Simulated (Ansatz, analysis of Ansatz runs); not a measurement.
## SrWO4 (I4_1/a): a line between two W sites for an added electron

Aim: the energy barrier that a trapped electron meets when it moves from one W atom to another one nearby in SrWO4 (I4_1/a). The model is a cell of 96 host atoms.

Main program and level: Ansatz 0.2.0; plane-wave PAW DFT, PBEsol+U; relaxation of all atoms of a supercell at fixed charge in a uniform background; PAW set soft_1.

**1. The structure**

The cell holds 96 atoms: 16 Sr, 16 W and 64 O. Its edges and angles: a = 10.810 Å, b = 10.810 Å, c = 11.836 Å, α = 90.0°, β = 90.0°, γ = 90.0°. It derives from SrWO4 (space group I4_1/a). Nearest the centre at fractional (0.500, 0.375, 0.625): O24 at 1.48 Å, O57 at 1.48 Å, W53 at 2.00 Å, W79 at 2.00 Å, O65 at 2.53 Å, O40 at 2.53 Å, O59 at 2.59 Å, O22 at 2.59 Å.

Hubbard terms: W d 4.0 eV. They were chosen, not fitted, to curb self-interaction in the shells named, the trial site's among them. The two sites are W79 and W53. The cell's shortest repeat is 10.8 Å.

**2. The cell without the carrier**

The neutral cell is relaxed first, from small random displacements, so that bond lengths and moments with the carrier can be set beside those of a relaxed cell without it.

neutral.relax/input.yaml reads:

```yaml
crystal:
  lattice:
    - [10.81023386, 0.0, 0.0]
    - [0.0, 10.81023386, 0.0]
    - [0.0, 0.0, 11.836472]
  atoms:
    - { symbol: Sr, position: [0.0, 0.25, 0.25] }
    - { symbol: Sr, position: [0.25, 0.0, 0.75] }
[... 1 atom line left out ...]
    - { symbol: Sr, position: [0.25, 0.25, 0.5] }
[... 3 atom lines left out ...]
    - { symbol: W, position: [0.25, 0.25, 0.0] }
    - { symbol: O, position: [0.117818, 0.428238, 0.583493] }
[... 1 atom line left out ...]
    - { symbol: O, position: [0.071762, 0.367818, 0.833493] }
    - { symbol: O, position: [0.321762, 0.117818, 0.333493] }
    - { symbol: O, position: [0.178238, 0.382182, 0.333493] }
    - { symbol: O, position: [0.428238, 0.132182, 0.833493] }
[... 1 atom line left out ...]
    - { symbol: O, position: [0.382182, 0.071762, 0.583493] }
    - { symbol: O, position: [0.117818, 0.178238, 0.666507] }
[... 2 atom lines left out ...]
    - { symbol: O, position: [0.321762, 0.367818, 0.916507] }
[... 1 atom line left out ...]
    - { symbol: O, position: [0.428238, 0.382182, 0.416507] }
[... 1 atom line left out ...]
    - { symbol: O, position: [0.382182, 0.321762, 0.666507] }
[... 1 atom line left out ...]
    - { symbol: Sr, position: [0.25, 0.5, 0.75] }
[... 1 atom line left out ...]
    - { symbol: Sr, position: [0.25, 0.75, 0.5] }
[... 7 atom lines left out ...]
    - { symbol: O, position: [0.321762, 0.617818, 0.333493] }
[... 1 atom line left out ...]
    - { symbol: O, position: [0.428238, 0.632182, 0.833493] }
[... 1 atom line left out ...]
    - { symbol: O, position: [0.382182, 0.571762, 0.583493] }
    - { symbol: O, position: [0.117818, 0.678238, 0.666507] }
[... 6 atom lines left out ...]
    - { symbol: O, position: [0.382182, 0.821762, 0.666507] }
    - { symbol: Sr, position: [0.5, 0.25, 0.25] }
    - { symbol: Sr, position: [0.75, 0.0, 0.75] }
[... 1 atom line left out ...]
    - { symbol: Sr, position: [0.75, 0.25, 0.5] }
    - { symbol: W, position: [0.5, 0.25, 0.75] }
[... 1 atom line left out ...]
    - { symbol: W, position: [0.5, 0.0, 0.5] }
[... 1 atom line left out ...]
    - { symbol: O, position: [0.617818, 0.428238, 0.583493] }
[... 1 atom line left out ...]
    - { symbol: O, position: [0.571762, 0.367818, 0.833493] }
[... 1 atom line left out ...]
    - { symbol: O, position: [0.678238, 0.382182, 0.333493] }
[... 2 atom lines left out ...]
    - { symbol: O, position: [0.882182, 0.071762, 0.583493] }
    - { symbol: O, position: [0.617818, 0.178238, 0.666507] }
[... 1 atom line left out ...]
    - { symbol: O, position: [0.571762, 0.117818, 0.416507] }
    - { symbol: O, position: [0.821762, 0.367818, 0.916507] }
    - { symbol: O, position: [0.678238, 0.132182, 0.916507] }
    - { symbol: O, position: [0.928238, 0.382182, 0.416507] }
[... 1 atom line left out ...]
    - { symbol: O, position: [0.882182, 0.321762, 0.666507] }
[... 1 atom line left out ...]
    - { symbol: Sr, position: [0.75, 0.5, 0.75] }
    - { symbol: Sr, position: [0.5, 0.5, 0.0] }
    - { symbol: Sr, position: [0.75, 0.75, 0.5] }
    - { symbol: W, position: [0.5, 0.75, 0.75] }
[... 1 atom line left out ...]
    - { symbol: W, position: [0.5, 0.5, 0.5] }
[... 1 atom line left out ...]
    - { symbol: O, position: [0.617818, 0.928238, 0.583493] }
[... 6 atom lines left out ...]
    - { symbol: O, position: [0.882182, 0.571762, 0.583493] }
    - { symbol: O, position: [0.617818, 0.678238, 0.666507] }
[... 1 atom line left out ...]
    - { symbol: O, position: [0.571762, 0.617818, 0.416507] }
[... 1 atom line left out ...]
    - { symbol: O, position: [0.678238, 0.632182, 0.916507] }
[... 2 atom lines left out ...]
    - { symbol: O, position: [0.882182, 0.821762, 0.666507] }
basis:
  ecutwfc: 420
  xc_grid: 2
hamiltonian:
  xc: pbesol
  hubbard:
    sites: [{ species: W, l: d, u_eff: 4.0 }]
    projectors: ortho-atomic
  pseudopotentials: { kind: paw, azcp: { folder: soft_1 }, xc_functional: pbe }
kpoints:
  mp_grid: { grid: [1, 1, 1] }
scf:
  occupations: { method: fermi_dirac, width: 0.01 }
  max_iter: 120
  lower_state_search: "off"
output:
  forces: true
relax:
  f_tol: 0.02
  max_steps: 70
  random_displacement: { amplitude: 0.04, seed: 2867 }
checkpoint:
  write: "../neutral.relax.run"
  compress: false
  write_wavefunctions: true
  write_every: 100000
```

Command:

```bash
$ ansatz run input.yaml --threads 32 --pin off --max-ram 84787MiB --backend cuda --events-out ev --progress --plain --runs-dir out --max-vram 78GiB
```

Numbers of over 12 decimals in the logs are rounded to 6 here.

The log of the run:

```text
[... repeated set-up lines and file paths are left out, and long positions are rounded to six places ...]
Engine: ansatz 0.2.0, aarch64-unknown-linux-gnu
Pseudopotentials: kind: paw
Pseudopotential: Sr, paw, valence charge 10, recommended cutoff 420 eV (normal), soft_1/Sr.paw.azcp
Pseudopotential: W, paw, valence charge 14, recommended cutoff 420 eV (normal), soft_1/W.paw.azcp
Pseudopotential: O, paw, valence charge 6, recommended cutoff 420 eV (normal), soft_1/O.paw.azcp
Functional definition: PBEsol
  exchange = pbesol_x
  correlation = pbesol_c
[...]
Crystal: 96 atoms, lattice volume = 1383.224 Å³
Basis set: ecut = 420 eV, 27063 PW (Γ), exchange–correlation on 150×150×160 points (8 copies of the dense FFT grid, shifted against one another)
Bands: 480, of which v1, the nominal top of the filled ones, is band 384 counted from 1 (383 counted from 0)
Symmetry: 1 space group operations
k-points: 1
Non-local potential: Sr, projectors of the file, l = 0: 3, l = 1: 2, l = 2: 2
Non-local potential: W, projectors of the file, l = 0: 3, l = 1: 2, l = 2: 2, l = 3: 1
Non-local potential: O, projectors of the file, l = 0: 2, l = 1: 2, l = 2: 1
PAW form: soft (Blöchl's): semilocal exchange-correlation on the pseudo side does not see the compensation charge
PAW frozen core: Sr, regenerated for the run's functional, and the local potential with it (the file was generated under x = pbe(κ = 0.804, μ = 0.219515), c = pbe(β = 0.066725))
PAW frozen core: W, regenerated for the run's functional, and the local potential with it (the file was generated under x = pbe(κ = 0.804, μ = 0.219515), c = pbe(β = 0.066725))
[...]
NSCF: frozen V_eff on 1 k-points
[...]
SCF converged after 2 iterations
Free energy (F): -255912.516516 eV
Harris-Foulkes:  -255912.516516 eV  (|F-HF|=6.02e-9)
Internal energy: -255912.516516 eV  (E = F + TS)
E sigma→0 (E₀):  -255912.516516 eV
Fermi energy:    8.977377 eV
--- Per-component energies (eV) ---
  E_band       = -6033.754059
  E_kinetic    = 21145.739481
  E_local      = -52585.283550  (includes V_loc(G=0)·N_el)
  E_nonlocal   = 6774.678529
  E_hartree    = 18312.722330
  E_xc         = -11525.687577
  E_vxc        = -11940.215582  (∫ρ·V_xc dr)
  E_hubbard    = 75.185342  (on-site DFT+U / exact-exchange correction)
  E_vhub       = 29.573760  (the Hubbard potential's part of the band-sum identity)
  E_paw        = -187498.196108  (= ΣΔE_a)
  E_vpaw       = -6083.742278  (= ΣTr[D̂ρ^β])
  E_aug_tail   = 0.051939  (compensation charges beyond the density's cutoff)
  E_ewald      = -50619.684619
  E_core_change = 7.957718  (= ΣΔE_core)
  E_smearing   = -0.000000  (= −TS)
  E_closure    = 0.000000  (closes the sum)
  Σ components = -255912.516516   (vs F -255912.516516, Δ=0.00e0)
--- Forces (eV/Å), atoms counted from 1 ---
  atom   1  Sr    -0.00139420     0.00122194    -0.00208248
  atom   2  Sr    -0.00040620    -0.00270599     0.00040815
  [... 4 atoms left out ...]
  [... 90 more lines of this table ...]
  max |Σ_I F_I| component: 2.43e-5 eV/Å
--- Band table (eV) ---
  k-point 0: bands = ["-66.9934", "-66.9932", "-66.9929", "-66.9929", "-66.9927", "-66.9926", "-66.9925", "-66.9923", "-66.9922", [... rest cut ...]
Occupation matrices written to <dir>
--- Relaxed structure (5 steps of the walk, 5 accepted, 0 SCFs on fresh bases) ---
  F+E_penalty+E_count = -255912.51651605 eV   max|allowed force component| = 6.871e-3 eV/Å
  atoms:
    - { symbol: Sr, position: [-6.213266803889152e-5, 0.249759, 0.250007] }
    - { symbol: Sr, position: [0.249886, -9.889284772296945e-5, 0.749948] }
    [... 4 atoms left out ...]
  [... 90 more lines of this table ...]
```

Wall time 5.1 s (1 × NVIDIA GB200 with 32 threads of Arm Neoverse V2, shared host); peak memory 1.5 GiB.

The largest displacement from an ideal site is 0.008 Å.

**3. The electron on the first site**

The nearest neighbour or neighbours of the site start displaced and the site's starting moment is changed by the carrier's spin, since a carrier doesn't trap itself in the undistorted lattice.

A.relax/input.yaml reads:

```yaml
crystal:
  lattice:
    - [10.81023386, 0.0, 0.0]
    - [0.0, 10.81023386, 0.0]
    - [0.0, 0.0, 11.836472]
  atoms:
    - { symbol: Sr, position: [-6.2e-05, 0.249759, 0.250007] }
    - { symbol: Sr, position: [0.249886, -9.9e-05, 0.749948] }
[... 1 atom line left out ...]
    - { symbol: Sr, position: [0.24986, 0.249862, 0.499887] }
[... 4 atom lines left out ...]
    - { symbol: O, position: [0.117343, 0.427529, 0.583486] }
[... 1 atom line left out ...]
    - { symbol: O, position: [0.071946, 0.3675, 0.833453] }
    - { symbol: O, position: [0.322191, 0.117493, 0.333455] }
    - { symbol: O, position: [0.177524, 0.382255, 0.333602] }
    - { symbol: O, position: [0.427601, 0.132167, 0.833453] }
[... 1 atom line left out ...]
    - { symbol: O, position: [0.382178, 0.072019, 0.583378] }
    - { symbol: O, position: [0.117514, 0.177601, 0.666355] }
[... 2 atom lines left out ...]
    - { symbol: O, position: [0.322037, 0.367418, 0.916424] }
[... 1 atom line left out ...]
    - { symbol: O, position: [0.423563, 0.375709, 0.411614] }
[... 1 atom line left out ...]
    - { symbol: O, position: [0.382056, 0.32206, 0.666263] }
[... 1 atom line left out ...]
    - { symbol: Sr, position: [0.249695, 0.499769, 0.749922] }
[... 1 atom line left out ...]
    - { symbol: Sr, position: [0.249829, 0.749912, 0.499949] }
[... 7 atom lines left out ...]
    - { symbol: O, position: [0.322157, 0.617567, 0.333508] }
[... 1 atom line left out ...]
    - { symbol: O, position: [0.427489, 0.631984, 0.833577] }
[... 1 atom line left out ...]
    - { symbol: O, position: [0.375382, 0.576067, 0.588095] }
    - { symbol: O, position: [0.117396, 0.677614, 0.666383] }
[... 6 atom lines left out ...]
    - { symbol: O, position: [0.382139, 0.82205, 0.666468] }
    - { symbol: Sr, position: [0.499928, 0.249837, 0.249907] }
    - { symbol: Sr, position: [0.749796, -0.000131, 0.749914] }
[... 1 atom line left out ...]
    - { symbol: Sr, position: [0.749784, 0.249841, 0.49989] }
    - { symbol: W, position: [0.499774, 0.249845, 0.749812] }
[... 1 atom line left out ...]
    - { symbol: W, position: [0.499896, -0.000152, 0.499794] }
[... 1 atom line left out ...]
    - { symbol: O, position: [0.623916, 0.423581, 0.588206] }
[... 1 atom line left out ...]
    - { symbol: O, position: [0.572014, 0.367505, 0.833404] }
[... 1 atom line left out ...]
    - { symbol: O, position: [0.677616, 0.382171, 0.333595] }
[... 2 atom lines left out ...]
    - { symbol: O, position: [0.882194, 0.072257, 0.583616] }
    - { symbol: O, position: [0.617409, 0.177526, 0.666228] }
[... 1 atom line left out ...]
    - { symbol: O, position: [0.572127, 0.11754, 0.41621] }
    - { symbol: O, position: [0.822083, 0.367349, 0.916363] }
    - { symbol: O, position: [0.677684, 0.132012, 0.916384] }
    - { symbol: O, position: [0.927491, 0.382285, 0.41622] }
[... 1 atom line left out ...]
    - { symbol: O, position: [0.882058, 0.322076, 0.666301] }
[... 1 atom line left out ...]
    - { symbol: Sr, position: [0.74985, 0.499718, 0.749899] }
    - { symbol: Sr, position: [0.499833, 0.499682, -4.3e-05] }
    - { symbol: Sr, position: [0.749837, 0.749886, 0.500005] }
    - { symbol: W, position: [0.499736, 0.749743, 0.75008] }
    - { symbol: W, position: [0.749957, 0.499826, 0.250058] }
    - { symbol: W, position: [0.499734, 0.499892, 0.499949], spin: 1.0 }
[... 1 atom line left out ...]
    - { symbol: O, position: [0.617571, 0.9276, 0.583387] }
[... 6 atom lines left out ...]
    - { symbol: O, position: [0.882089, 0.572156, 0.583424] }
    - { symbol: O, position: [0.617344, 0.677527, 0.666413] }
[... 1 atom line left out ...]
    - { symbol: O, position: [0.576081, 0.624122, 0.411786] }
[... 1 atom line left out ...]
    - { symbol: O, position: [0.677629, 0.631984, 0.916323] }
[... 2 atom lines left out ...]
    - { symbol: O, position: [0.882157, 0.822179, 0.666454] }
total_charge: -1
basis:
  ecutwfc: 420
  xc_grid: 2
hamiltonian:
  xc: pbesol
  hubbard:
    sites: [{ species: W, l: d, u_eff: 4.0 }]
    projectors: ortho-atomic
  pseudopotentials: { kind: paw, azcp: { folder: soft_1 }, xc_functional: pbe }
kpoints:
  mp_grid: { grid: [1, 1, 1] }
magnetization:
  spin_polarized: true
  initial_magnetization: 1
  spin_locking: { lock_magnetization: hard }
scf:
  occupations: { method: fermi_dirac, width: 0.01 }
  max_iter: 120
  lower_state_search: "off"
output:
  forces: true
relax:
  f_tol: 0.015
  max_steps: 70
  escape_saddle: false
checkpoint:
  write: "../A.relax.run"
  compress: false
  write_wavefunctions: true
  write_every: 100000
```

The log of the run:

```text
[...]
Crystal: 96 atoms, lattice volume = 1383.224 Å³
Basis set: ecut = 420 eV, 27063 PW (Γ), exchange–correlation on 150×150×160 points (8 copies of the dense FFT grid, shifted against one another)
Bands: 481, of which v1, the nominal top of the filled ones, is band 385 counted from 1 (384 counted from 0)
Symmetry: 1 space group operations
[...]
k-points: 1
[...]
Starting moments: Σ|m| = 1 μB on 1 of 96 sites
[...]
SCF iter   1: F=—  HF=-255967.926797 eV  |Δ(HF+E_count)|=         —  Δρ=4.65e-2 (↑4.65e-2 ↓4.60e-2)  dr2=2.51e2  dr2_m=1.99e-1  M=1.000 μB ∫|m|=1.231 μB  Hψ=5492
[...]
spin=Collinear: Kerker preconditioning applied to the charge; magnetization (m = ρ↑ − ρ↓) channel mixes plain (no charge-response kernel on spin).
SCF iter   2: F=—  HF=-255937.984185 eV  |Δ(HF+E_count)|=    2.99e1  Δρ=3.09e-2 (↑3.09e-2 ↓3.05e-2)  dr2=1.30e2  dr2_m=1.51e-1  M=1.000 μB ∫|m|=1.195 μB  Hψ=1544
SCF iter   3: F=—  HF=-255903.693762 eV  |Δ(HF+E_count)|=    3.43e1  Δρ=9.06e-3 (↑9.06e-3 ↓8.89e-3)  dr2=9.51e0  dr2_m=9.17e-3  M=1.000 μB ∫|m|=1.239 μB  Hψ=2204
[...]
SCF iter  12: F=-255901.251798 eV  HF=-255901.251799 eV  |Δ(HF+E_count)|=   8.08e-6  Δρ=7.00e-6 (↑7.00e-6 ↓6.71e-6)  dr2=2.54e-6  dr2_m=1.13e-8  M=1.000 μB ∫|m|=1.124 μB  Hψ=2386
SCF 1 converged in 12 iterations: F = -255901.251798 eV  dr2 = 2.54e-6
[...]
relax step   1: F+E_penalty+E_count = -255901.25179823 eV  Δ(F+E_penalty+E_count) = +0.000e0 eV  max|allowed force component| = 9.978e-1 eV/Å  Δτ_max = 0.0000 Å  (12 SCF iters, dr2 threshold 5.63e-6 eV, accepted)
[...]
relax step   2: F+E_penalty+E_count = -255901.30239220 eV  Δ(F+E_penalty+E_count) = -5.059e-2 eV  max|allowed force component| = 6.456e-1 eV/Å  Δτ_max = 0.1415 Å  (7 SCF iters, dr2 threshold 6.22e-5 eV, accepted)
relax step   3: F+E_penalty+E_count = -255901.60509822 eV  Δ(F+E_penalty+E_count) = -3.027e-1 eV  max|allowed force component| = 1.675e-1 eV/Å  Δτ_max = 0.0657 Å  (7 SCF iters, dr2 threshold 2.60e-5 eV, accepted)
relax step   4: F+E_penalty+E_count = -255901.61516658 eV  Δ(F+E_penalty+E_count) = -1.007e-2 eV  max|allowed force component| = 8.954e-2 eV/Å  Δτ_max = 0.0112 Å  (6 SCF iters, dr2 threshold 1.89e-6 eV, accepted)
relax step   5: F+E_penalty+E_count = -255901.61866613 eV  Δ(F+E_penalty+E_count) = -3.500e-3 eV  max|allowed force component| = 2.481e-2 eV/Å  Δτ_max = 0.0148 Å  (7 SCF iters, dr2 threshold 5.40e-7 eV, accepted)
relax step   6: F+E_penalty+E_count = -255901.61946972 eV  Δ(F+E_penalty+E_count) = -8.036e-4 eV  max|allowed force component| = 2.293e-2 eV/Å  Δτ_max = 0.0078 Å  (7 SCF iters, accepted)
[...]
SCF iter   3: F=—  HF=-255901.619221 eV  |Δ(HF+E_count)|=   3.88e-5  Δρ=5.28e-5 (↑5.27e-5 ↓5.28e-5)  dr2=1.30e-4  dr2_m=2.18e-7  M=1.000 μB ∫|m|=1.109 μB  Hψ=1462
[...]
SCF iter   7: F=-255901.619895 eV  HF=-255901.619895 eV  |Δ(HF+E_count)|=  9.31e-10  Δρ=7.51e-7 (↑7.51e-7 ↓7.50e-7)  dr2=3.47e-8  dr2_m=1.13e-10  M=1.000 μB ∫|m|=1.108 μB  Hψ=2365
SCF 7 converged in 7 iterations: F = -255901.619895 eV  dr2 = 3.47e-8
relax step   7: F+E_penalty+E_count = -255901.61989499 eV  Δ(F+E_penalty+E_count) = -4.253e-4 eV  max|allowed force component| = 7.529e-3 eV/Å  Δτ_max = 0.0079 Å  (7 SCF iters, accepted)
[...]
NSCF: frozen V_eff on 1 k-points
[...]
SCF converged after 7 iterations
Stability checked in part: among states of this total moment the steps that led to this state did not find it unstable. No probe was made; neither looks for a lower state of another moment (fixed_total_moment; see scf.lower_state_search)
Magnetization: 1.0000 μB (385.0000 up, 384.0000 down)
Absolute magnetization: 1.1165 μB (∫|ρ↑−ρ↓|, with the PAW one-centre terms)
[...]
Per-site moments (μB) at R_I (Å): [(3.714312607097906e-5, 1.052644), (3.715535911683088e-5, 1.052643), (6.4606696484178e-6, 1.051640), [... 6 left out ...]
Free energy (F): -255901.619895 eV
[...]
Internal energy: -255901.619895 eV  (E = F + TS)
E sigma→0 (E₀):  -255901.619895 eV
Fermi energy:    10.777086 (↑ 10.780329, ↓ 9.135428) eV
[...]
--- Forces (eV/Å), atoms counted from 1 ---
  atom   1  Sr    -0.00194735     0.00011832     0.00319876
  atom   2  Sr     0.00021689     0.00184606    -0.00326512
  [... 4 atoms left out ...]
  [... 90 more lines of this table ...]
  max |Σ_I F_I| component: 1.56e-6 eV/Å
--- Band table (eV) ---
[...]
Occupation matrices written to <dir>
--- Relaxed structure (7 steps of the walk, 7 accepted, 0 SCFs on fresh bases) ---
  F+E_penalty+E_count = -255901.61989499 eV   max|allowed force component| = 7.529e-3 eV/Å
  atoms:
    - { symbol: Sr, position: [-0.000633, 0.249716, 0.250265] }
    - { symbol: Sr, position: [0.249782, 0.000307, 0.749607] }
    [... 4 atoms left out ...]
  [... 90 more lines of this table ...]
```

Wall time 9.1 s (1 × NVIDIA GB200 with 32 threads); peak memory 1.8 GiB; 38 s of CPU time.

Relaxation path:

| step | energy less that of the first step (eV) | largest force component (eV/Å) |
| --- | --- | --- |
| 1 | 0.0000 | 0.9978 |
| 2 | -0.0506 | 0.6456 |
| 3 | -0.3533 | 0.1675 |
| 4 | -0.3634 | 0.0895 |
| 5 | -0.3669 | 0.0248 |
| 6 | -0.3677 | 0.0229 |
| 7 | -0.3681 | 0.0075 |

The atoms that moved most (Å):

| atom | dx | dy | dz | length |
| --- | --- | --- | --- | --- |
| O22 | 0.004 | -0.044 | 0.128 | 0.135 |
| O57 | 0.045 | 0.003 | -0.127 | 0.135 |
| O91 | -0.003 | 0.042 | 0.126 | 0.133 |
| O40 | -0.040 | -0.003 | -0.126 | 0.132 |
| Sr26 | 0.038 | 0.024 | -0.056 | 0.072 |
| Sr49 | -0.024 | 0.036 | 0.056 | 0.071 |
| Sr73 | 0.023 | -0.036 | 0.057 | 0.071 |
| Sr74 | -0.036 | -0.023 | -0.056 | 0.070 |

The moves above count from the input, in which the site's nearest neighbours were already displaced; the distances below compare with the cell without the carrier.

Distances from W79 without and with the electron:

| atom | without (Å) | with (Å) |
| --- | --- | --- |
| O22 | 1.79 | 1.85 |
| O40 | 1.79 | 1.85 |
| O91 | 1.79 | 1.85 |
| O57 | 1.79 | 1.85 |

The largest changes of the moments are 0.35 μB on W79, 0.02 μB on O22 and 0.02 μB on O57. The largest part sits on the chosen site.

(Part 1 of 2 ends here.)

[Logs are printed without paths, hosts, clocks, repeated set-up lines and the standing remarks that a program may print on its own settings, such as how far it seeks lower states.]

[Hosts, paths, dates, database ids (printed as entryN), source tags and the programs' standing remarks are cut or masked in the printed files.]
